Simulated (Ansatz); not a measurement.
# Stack of 1T-SnS2 under H-SiSi-Cl chair, shifted by a third of the diagonal in a perpendicular field

What dipole does a perpendicular field induce in the stack of 1T-SnS2 under H-SiSi-Cl chair, shifted by a third of the diagonal, and does the gap follow? A positive field points along +c.

Main program and level: Ansatz 0.2.0; plane-wave DFT, PBE-D3(BJ), Ansatz PAW, in the first sound run; inputs show where later runs differ.

## (1) The starting structure

The cell holds 7 atoms: 2 S, 1 Sn, 1 Cl, 2 Si and 1 H. Its edges and angles: a = 3.682 Å, b = 3.681 Å, c = 49.355 Å, α = 90.0°, β = 90.0°, γ = 120.0°. Regions: layer 1: 1T-SnS2, 3 atoms (2 S and 1 Sn); layer 2: H-SiSi-Cl chair, 4 atoms (1 Cl, 2 Si and 1 H). Vacuum lies along c.

## (2) Relaxation

The starting cell is a guess, so the in-plane lattice and the atoms are relaxed first, with the slab cut off from its images along the normal.

Input file input.yaml:

```yaml
crystal:
  lattice:
    - [3.6815, 0.0, 0.0]
    - [-1.84075, 3.188272524, 0.0]
    - [0.0, 0.0, 49.355166844]
  atoms:
    - { symbol: S, position: [0.6666666667, 0.3333333333, 0.4072521944] }
    - { symbol: Sn, position: [0.0, 0.0, 0.4256410172] }
    - { symbol: S, position: [0.3333333333, 0.6666666667, 0.4440298401] }
    - { symbol: Cl, position: [0.0, 0.0, 0.5058268149] }
    - { symbol: Si, position: [0.0, 0.0, 0.5489833907] }
    - { symbol: Si, position: [0.6666666667, 0.3333333333, 0.5639767551] }
    - { symbol: H, position: [0.6666666667, 0.3333333333, 0.5927478056] }
  periodic: [true, true, false]
kpoints:
  mp_grid: { grid: [12, 12, 1] }
hamiltonian:
  xc: pbe
  dispersion: d3bj
scf:
  occupations: { method: fermi_dirac, width: 0.05 }
  convergence: { dr2_threshold: 1.0e-09 }
relax:
  f_tol: 0.004
  max_steps: 90
  cell: {}
output:
  write_potential: true
  write_density: true
  volumetric_format: npy
```

Command:

```
> ansatz run input.yaml --threads 4 --pin off --max-ram 6144MiB --backend cpu --events-out ev --progress --plain --runs-dir out
```

Numbers of over 12 decimals in the logs are rounded to 6 here.

What it wrote:

```text
Warning: relax.cell: scf.convergence.dr2_threshold = 1e-9 eV is looser than the 1.90777064515e-10 eV advised for a relaxation that steers and ends on the stress (1e-10 eV for each atom of the cell: 7, times the square of relax.cell.stress_2d_tol = 0.05 N/m over 19.2 Å (the atoms' height at the walk's start and 5 Å past either face), 2.610e-2 GPa, over a crystal's default 0.05). What an SCF threshold leaves in a stress goes as its square root, and in the free energy as the threshold itself, and one threshold admits the most on a small cell: [figures from the program's tests cut] Set scf.convergence.dr2_threshold to 1.90777064515e-10 eV or tighter. [rest of the remark cut]
Engine: ansatz 0.2.0, aarch64-unknown-linux-gnu
Pseudopotentials: kind: paw
Pseudopotential: S, paw, valence charge 6, recommended cutoff 420 eV (normal), S.paw.azcp
Pseudopotential: Sn, paw, valence charge 14, recommended cutoff 420 eV (normal), Sn.paw.azcp
Pseudopotential: Cl, paw, valence charge 7, recommended cutoff 420 eV (normal), Cl.paw.azcp
Pseudopotential: Si, paw, valence charge 4, recommended cutoff 420 eV (normal), Si.paw.azcp
Pseudopotential: H, paw, valence charge 1, recommended cutoff 420 eV (normal), H.paw.azcp
Functional definition: PBE
  parameter kappa = 0.804
  parameter beta = 0.066725
  exchange = pbe_x(kappa = kappa, mu = beta*pi^2/3)
  correlation = pbe_c(beta = beta)
Crystal: 7 atoms, lattice volume = 579.312 Å³
Basis set: ecut = 420 eV, 11337 PW (Γ), exchange–correlation on 50×50×720 points (8 copies of the dense FFT grid, shifted against one another)
Bands: 28, of which v1, the nominal top of the filled ones, is band 21 counted from 1 (20 counted from 0)
Symmetry: 6 space group operations
Space group: P3m1 (ITA 156), of the structure as read, at distance tolerance 8.3e-5 Å
k-points: 19 of 144 (time reversal used)
Non-local potential: S, projectors of the file, l = 0: 2, l = 1: 2, l = 2: 2
Non-local potential: Sn, projectors of the file, l = 0: 2, l = 1: 2, l = 2: 2, l = 3: 2
Non-local potential: Cl, projectors of the file, l = 0: 2, l = 1: 2, l = 2: 2
Non-local potential: Si, projectors of the file, l = 0: 2, l = 1: 2, l = 2: 2
Non-local potential: H, projectors of the file, l = 0: 2, l = 1: 1
PAW form: soft (Blöchl's): semilocal exchange-correlation on the pseudo side does not see the compensation charge
PAW one-centre angular grid: S, 110 points (default); XC on 64 Gauss nodes
PAW one-centre angular grid: Sn, 590 points (default); XC on 64 Gauss nodes
PAW one-centre angular grid: Cl, 110 points (default); XC on 64 Gauss nodes
PAW one-centre angular grid: Si, 110 points (default); XC on 64 Gauss nodes
PAW one-centre angular grid: H, 110 points (default); XC on 64 Gauss nodes
Initial density: superposition of atomic densities (neutral atoms: chi_scale 0, normalization atom), corrected by the library's trained network
Initial wavefunctions: pseudopotential atomic-orbital guess
Functional: x = pbe(κ = 0.804, μ = 0.219515), c = pbe(β = 0.066725)
SCF iter   1: F=—  HF=-10195.101521 eV  |F-HF|=—  |Δ(HF+E_count)|=         —  Δρ=2.03e-3  dr2=8.26e-2  ethr=1.77e-3  ⟨swp⟩=18.1  Hψ=5319  notcnv=0
preconditioner: auto → Resta (q_TF=auto, 1.762 Å⁻¹)  ε∞=1.8  [insulator: Δε(μ)=1.688 eV  Ē_g=10.049 eV  σ=0.050 eV  W_gap=1.00  n_scr=26 (ndim 8)  ℏωp=8.7 eV  f_vac=0.751  D(μ)=0.00/eV (n_scr^D=0)  ε∞_Penn≈1.8  vacuum switching on, ρ_ref=7.3e-3 e/Å³]
SCF iter   2: F=—  HF=-10195.088130 eV  |F-HF|=—  |Δ(HF+E_count)|=   1.34e-2  Δρ=1.06e-3  dr2=3.51e-2  ethr=1.97e-4  ⟨swp⟩=5.1  Hψ=1306  notcnv=0  defer=36
SCF iter   3: F=—  HF=-10195.082950 eV  |F-HF|=—  |Δ(HF+E_count)|=   5.18e-3  Δρ=5.14e-4  dr2=2.21e-3  ethr=8.35e-5  ⟨swp⟩=3.6  Hψ=849  notcnv=0  defer=36
SCF iter   4: F=—  HF=-10195.083247 eV  |F-HF|=—  |Δ(HF+E_count)|=   2.97e-4  Δρ=2.00e-4  dr2=2.43e-4  ethr=5.25e-6  ⟨swp⟩=3.3  Hψ=1284  notcnv=0  defer=30
SCF iter   5: F=—  HF=-10195.083455 eV  |F-HF|=—  |Δ(HF+E_count)|=   2.08e-4  Δρ=4.38e-5  dr2=1.53e-5  ethr=5.80e-7  ⟨swp⟩=3.2  Hψ=1019  notcnv=0  defer=30
SCF iter   6: F=—  HF=-10195.083514 eV  |F-HF|=—  |Δ(HF+E_count)|=   5.91e-5  Δρ=1.62e-5  dr2=4.20e-6  ethr=3.64e-8  ⟨swp⟩=3.4  Hψ=1136  notcnv=0  defer=30
SCF iter   7: F=—  HF=-10195.083535 eV  |F-HF|=—  |Δ(HF+E_count)|=   2.12e-5  Δρ=8.99e-6  dr2=1.36e-6  ethr=9.99e-9  ⟨swp⟩=3.3  Hψ=1039  notcnv=0  defer=32
SCF iter   8: F=—  HF=-10195.083536 eV  |F-HF|=—  |Δ(HF+E_count)|=   1.62e-7  Δρ=3.33e-6  dr2=7.62e-8  ethr=3.24e-9  ⟨swp⟩=2.8  Hψ=764  notcnv=0  defer=32
SCF iter   9: F=—  HF=-10195.083536 eV  |F-HF|=—  |Δ(HF+E_count)|=   1.06e-7  Δρ=9.30e-7  dr2=5.17e-9  ethr=1.82e-10  ⟨swp⟩=3.3  Hψ=1112  notcnv=0  defer=32
SCF iter  10: F=-10195.083536 eV  HF=-10195.083536 eV  |F-HF|=8.68e-10  |Δ(HF+E_count)|=   1.50e-8  Δρ=2.41e-7  dr2=4.07e-10  ethr=2.38e-12  ⟨swp⟩=13.1  Hψ=4560  notcnv=0
SCF 1 converged in 10 iterations: F = -10195.083536 eV  dr2 = 4.07e-10
  greatest PAW one-centre occupation: 0.994 electrons in one spin orbital (limit 2), on the Sn atom at site 1 (counted from 0), in its partial waves of l = 2
relax step   1: F+E_penalty+E_count = -10195.08353573 eV  Δ(F+E_penalty+E_count) = +0.000e0 eV  max|allowed force component| = 6.398e0 eV/Å  Δτ_max = 0.0000 Å  P = +31.863 N/m  Ω = 579.312 Å³  fix = [c, alpha, beta]  reactions: c +0.000 N/m  (10 SCF iters, accepted)
Crystal: 7 atoms, lattice volume = 591.778 Å³
Basis set: ecut = 420 eV, 11649 PW (Γ), exchange–correlation on 50×50×720 points (8 copies of the dense FFT grid, shifted against one another)
Initial density: handed on by an earlier stage of this run
Initial wavefunctions: those handed on with the density
iter 1 solved again at ethr=4.39e-4 eV; its pass at ethr=3.10e-3 eV (dr2=1.85e-1 eV) is discarded
SCF iter   1: F=—  HF=-10197.552484 eV  |F-HF|=—  |Δ(HF+E_count)|=         —  Δρ=4.39e-3  dr2=1.82e-1  ethr=4.39e-4  ⟨swp⟩=2.1  Hψ=4627  notcnv=0
preconditioner: auto → Resta (q_TF=auto, 1.756 Å⁻¹)  ε∞=1.8  [insulator: Δε(μ)=1.775 eV  Ē_g=9.868 eV  σ=0.050 eV  W_gap=1.00  n_scr=26 (ndim 8)  ℏωp=8.6 eV  f_vac=0.749  D(μ)=0.00/eV (n_scr^D=0)  ε∞_Penn≈1.8  vacuum switching on, ρ_ref=7.1e-3 e/Å³]
SCF iter   2: F=—  HF=-10197.508553 eV  |F-HF|=—  |Δ(HF+E_count)|=   4.39e-2  Δρ=1.93e-3  dr2=1.22e-2  ethr=4.34e-4  ⟨swp⟩=4.6  Hψ=1254  notcnv=0  defer=8
SCF iter   3: F=—  HF=-10197.507492 eV  |F-HF|=—  |Δ(HF+E_count)|=   1.06e-3  Δρ=9.15e-4  dr2=3.90e-3  ethr=2.91e-5  ⟨swp⟩=2.8  Hψ=1073  notcnv=0  defer=16
SCF iter   4: F=—  HF=-10197.507855 eV  |F-HF|=—  |Δ(HF+E_count)|=   3.63e-4  Δρ=4.08e-4  dr2=3.93e-3  ethr=9.28e-6  ⟨swp⟩=3.1  Hψ=892  notcnv=0  defer=16
[...]
relax step   6: F+E_penalty+E_count = -10198.98169554 eV  Δ(F+E_penalty+E_count) = +7.224e-3 eV  max|allowed force component| = 5.331e-1 eV/Å  Δτ_max = 0.0878 Å  P = -0.459 N/m  Ω = 606.732 Å³  energy of the carried Pulay correction = -2.908e-3 eV  fix = [c, alpha, beta]  (11 SCF iters, rejected (line search))
relax step   7: F+E_penalty+E_count = -10198.99292576 eV  Δ(F+E_penalty+E_count) = -4.006e-3 eV  max|allowed force component| = 3.014e-2 eV/Å  Δτ_max = 0.0351 Å  P = -0.057 N/m  Ω = 607.418 Å³  energy of the carried Pulay correction = -2.979e-3 eV  fix = [c, alpha, beta]  reactions: c -0.000 N/m  (10 SCF iters, accepted)
relax step   8: F+E_penalty+E_count = -10198.99323536 eV  Δ(F+E_penalty+E_count) = -3.096e-4 eV  max|allowed force component| = 1.743e-2 eV/Å  Δτ_max = 0.0161 Å  P = +0.000 N/m  Ω = 606.896 Å³  energy of the carried Pulay correction = -2.925e-3 eV  fix = [c, alpha, beta]  reactions: c +0.000 N/m  (9 SCF iters, accepted)
relax step   9: F+E_penalty+E_count = -10198.99324661 eV  Δ(F+E_penalty+E_count) = -1.126e-5 eV  max|allowed force component| = 6.828e-3 eV/Å  Δτ_max = 0.0046 Å  P = -0.008 N/m  Ω = 606.996 Å³  energy of the carried Pulay correction = -2.935e-3 eV  fix = [c, alpha, beta]  reactions: c -0.000 N/m  (8 SCF iters, accepted)
relax step  10: F+E_penalty+E_count = -10198.99325689 eV  Δ(F+E_penalty+E_count) = -1.028e-5 eV  max|allowed force component| = 9.104e-4 eV/Å  Δτ_max = 0.0014 Å  P = -0.001 N/m  Ω = 606.925 Å³  energy of the carried Pulay correction = -2.928e-3 eV  fix = [c, alpha, beta]  reactions: c -0.000 N/m  (7 SCF iters, accepted)
Basis set: ecut = 420 eV, 11901 PW (Γ), exchange–correlation on 54×54×720 points (8 copies of the dense FFT grid, shifted against one another)
Initial wavefunctions: pseudopotential atomic-orbital guess (no wavefunctions were taken with the density)
iter 1 solved again at ethr=5.76e-7 eV; its pass at ethr=3.10e-3 eV (dr2=2.42e-4 eV) is discarded
SCF iter   1: F=—  HF=-10198.994551 eV  |F-HF|=—  |Δ(HF+E_count)|=         —  Δρ=4.59e-5  dr2=8.16e-7  ethr=5.76e-7  ⟨swp⟩=5.5  Hψ=6575  notcnv=0
preconditioner: auto → Resta (q_TF=auto, 1.748 Å⁻¹)  ε∞=1.8  [insulator: Δε(μ)=0.506 eV  Ē_g=9.507 eV  σ=0.050 eV  W_gap=0.99  n_scr=26 (ndim 8)  ℏωp=8.5 eV  f_vac=0.732  D(μ)=0.01/eV (n_scr^D=0)  ε∞_Penn≈1.8  vacuum switching on, ρ_ref=6.6e-3 e/Å³]
SCF iter   2: F=—  HF=-10198.994962 eV  |F-HF|=—  |Δ(HF+E_count)|=   4.11e-4  Δρ=2.30e-5  dr2=2.16e-7  ethr=1.94e-9  ⟨swp⟩=3.3  Hψ=1222  notcnv=0
SCF iter   3: F=—  HF=-10198.995223 eV  |F-HF|=—  |Δ(HF+E_count)|=   2.61e-4  Δρ=4.20e-6  dr2=1.22e-7  ethr=5.14e-10  ⟨swp⟩=3.3  Hψ=1029  notcnv=0
SCF iter   4: F=—  HF=-10198.995238 eV  |F-HF|=—  |Δ(HF+E_count)|=   1.52e-5  Δρ=1.22e-6  dr2=1.93e-8  ethr=2.92e-10  ⟨swp⟩=2.4  Hψ=746  notcnv=0
SCF iter   5: F=—  HF=-10198.995240 eV  |F-HF|=—  |Δ(HF+E_count)|=   1.98e-6  Δρ=4.54e-7  dr2=3.44e-9  ethr=4.60e-11  ⟨swp⟩=3.3  Hψ=1008  notcnv=0
SCF iter   6: F=-10198.995241 eV  HF=-10198.995241 eV  |F-HF|=2.20e-9  |Δ(HF+E_count)|=   1.87e-7  Δρ=2.16e-7  dr2=5.28e-10  ethr=2.38e-12  ⟨swp⟩=16.8  Hψ=4694  notcnv=0
SCF 11 converged in 6 iterations: F = -10198.995241 eV  dr2 = 5.28e-10
relax step  11: F+E_penalty+E_count = -10198.99524066 eV  Δ(F+E_penalty+E_count) = -1.984e-3 eV  max|allowed force component| = 1.137e-3 eV/Å  Δτ_max = 0.0000 Å  P = -0.019 N/m  Ω = 606.925 Å³  fix = [c, alpha, beta]  reactions: c -0.000 N/m  stress off target by 1.92e-2 N/m on what of the cell is left free  SCF on the basis re-selected at this cell (its energy is not comparable with the rows above)  (6 SCF iters)
basis re-selected at this cell: Δ(F+E_penalty+E_count) = -1.984e-3 eV, ΔP = -0.019 N/m vs the last step (what re-selecting the basis moved, of the pressure what is left beyond the Pulay correction that the steps carried, after the strain that the cell walked since its last selection, with what the two solves' SCF thresholds leave and, on support functions, any second-order correction that the steps lacked; it is no measure of the basis error at this ecutwfc). The dense FFT grid was sized anew with the basis: this SCF ran on 27×27×360 points, the steps before it on 25×25×360, so part of this shift can come from that change (see relax.cell in the input reference). [rest of the remark cut]
WARN: The output density's exchange-correlation potential varies sharply where the density is thin. Do not read a vacuum level from v_tot or v_xc, or from such a field of the output density. On a cell that repeats whose density bears no net charge and no dipole along the vacuum's axis use v_es (v_loc + v_h of the components); under efield.dipole_correction with no amplitude use v_es + v_field, which holds any externa [...]
SCF converged after 6 iterations
Free energy (F): -10198.995241 eV
Harris-Foulkes:  -10198.995241 eV  (|F-HF|=2.20e-9)
Internal energy: -10198.995076 eV  (E = F + TS)
E sigma→0 (E₀):  -10198.995159 eV
Entropy (-TS):   -0.000164 eV (-0.023 meV/atom)
Fermi energy:    -4.988230 eV
--- Per-component energies (eV) ---
  E_band       = -620.787436
  E_kinetic    = 655.295813
  E_local      = -115324.041806  (includes V_loc(G=0)·N_el)
  E_nonlocal   = 109.149125
  E_hartree    = 57405.269814
  E_xc         = -800.339143
  E_vxc        = -494.551078  (∫ρ·V_xc dr)
  E_paw        = -7028.518989  (= ΣΔE_a)
  E_vpaw       = -377.181668  (= ΣTr[D̂ρ^β])
  E_aug_tail   = -0.001094  (compensation charges beyond the density's cutoff)
  E_ewald      = 54785.583838
  E_disp       = -1.392634  (pairwise vdW)
  E_smearing   = -0.000164  (= −TS)
  E_closure    = -0.000000  (closes the sum)
  Σ components = -10198.995241   (vs F -10198.995241, Δ=0.00e0)
--- Forces (eV/Å), atoms counted from 1 ---
  atom   1  S     -0.00000000     0.00000000     0.00086685
  atom   2  Sn     0.00000000    -0.00000000    -0.00017764
  atom   3  S      0.00000000    -0.00000000    -0.00093871
  atom   4  Cl    -0.00000000     0.00000000    -0.00048922
  atom   5  Si     0.00000000    -0.00000000     0.00104513
  atom   6  Si    -0.00000000     0.00000000     0.00083787
  atom   7  H     -0.00000000     0.00000000    -0.00113540
  max |Σ_I F_I| component: 8.88e-6 eV/Å
--- 2D stress c σ (N/m, compression-positive) ---
       -0.019242      -0.000000       0.000000
       -0.000000      -0.019242      -0.000000
        0.000000      -0.000000      -0.000000
  P = ½ c Tr σ = -0.0192 N/m
--- Band table (eV; the first three rows and the last of 19) ---
  k-point 0: bands = [... 17 lower, -6.4957, -6.4957, -5.2302, -5.2302, -4.1946, -3.3152, -2.6930, -1.5369, ... 3 higher]
  k-point 1: bands = [... 17 lower, -6.6932, -6.4050, -5.7961, -5.3773, -3.9016, -3.0264, -2.3202, -1.6702, ... 3 higher]
  k-point 2: bands = [... 17 lower, -6.8068, -6.6046, -6.3541, -5.6984, -3.6246, -2.8394, -1.9429, -1.7500, ... 3 higher]
  k-point 18: bands = [... 17 lower, -7.9436, -7.7734, -6.7153, -6.6894, -3.6058, -1.9476, -1.2376, -0.4367, ... 3 higher]
  the weakly bound empty levels are not read free of the cell's end (no_gap_told)
--- Relaxed structure (10 steps of the walk, 9 accepted, 1 SCFs on fresh bases) ---
  F+E_penalty+E_count = -10198.99524066 eV   max|allowed force component| = 1.137e-3 eV/Å   (the final SCF, on the basis selected at the relaxed cell)
  cell:  # Å, volume = 606.9251 Å³
    - [3.768217, 0, 0]
    - [-1.884109, 3.263372, 0]
    - [0, 0, 49.355166844]
  atoms:
    - { symbol: S, position: [0.666667, 0.333333, 0.390177] }
    - { symbol: Sn, position: [-2.3765971043137742e-17, 5.2867763092768395e-18, 0.419503] }
    - { symbol: S, position: [0.333333, 0.666667, 0.448815] }
    - { symbol: Cl, position: [-4.979612692568768e-18, 5.286776309277494e-18, 0.510620] }
    - { symbol: Si, position: [-7.246560717204835e-18, 5.286776309277492e-18, 0.552457] }
    - { symbol: Si, position: [0.666667, 0.333333, 0.568225] }
    - { symbol: H, position: [0.666667, 0.333333, 0.598660] }
```

Wall time 89 s (4 threads of Arm Neoverse V2, shared host); peak memory 1.1 GiB; 5.8 min of CPU time.

Step by step:

```
step  energy less that of the first step (eV)  largest force component (eV/Å)  volume (Å³)
   1                                   0.0000                          6.3978       579.31
   2                                  -2.4238                          3.9213       591.78
   3                                  -3.5700                          1.7590       595.27
   4                                  -3.8583                          0.2931       596.95
   5                                  -3.9054                          0.1684       605.34
   6                                  -3.8982                          0.5331       606.73
   7                                  -3.9094                          0.0301       607.42
   8                                  -3.9097                          0.0174       606.90
   9                                  -3.9097                          0.0068       607.00
  10                                  -3.9097                          0.0009       606.93
 11*                                  -3.9117                          0.0011       606.93
```

Relaxation steps marked * repeat the geometry before them on a plane-wave basis chosen anew for their cell, so energy and pressure can jump there. Relaxation step 6 was tried and not accepted.

Forces are held to the 6 operations that the run works with; a distortion that breaks them can't arise in this run.

```
cell as run  before  after  change
      a (Å)   3.682  3.768  +2.4 %
      b (Å)   3.681  3.768  +2.4 %
```

The atoms that moved most (Å, along periodic axes as changes of fractional coordinates times the final cell, across vacuum about the mean position):

```
atom     dx     dy      dz  length
  S1  0.000  0.000  -0.843   0.843
 Sn2  0.000  0.000  -0.303   0.303
  H7  0.000  0.000   0.292   0.292
 Cl4  0.000  0.000   0.237   0.237
  S3  0.000  0.000   0.236   0.236
 Si6  0.000  0.000   0.210   0.210
 Si5  0.000  0.000   0.171   0.171
```

This step gave:

```
energy at zero smearing : -10198.9952 eV
```

The lattice constant a goes from 3.682 to 3.768 Å.

(Part 1 of 3 ends here.)

[Logs are printed without paths, hosts, clocks, repeated set-up lines and the standing remarks that a program may print on its own settings, such as how far it seeks lower states.]

[Hosts, paths, dates, database ids (printed as entryN), source tags and the programs' standing remarks are cut or masked in the printed files.]

[Maps of the electrostatic potential energy from Ansatz leave out the sawtooth potential of an applied field or a dipole correction, so their vacuum need not be flat; planar profiles and work functions include it.]
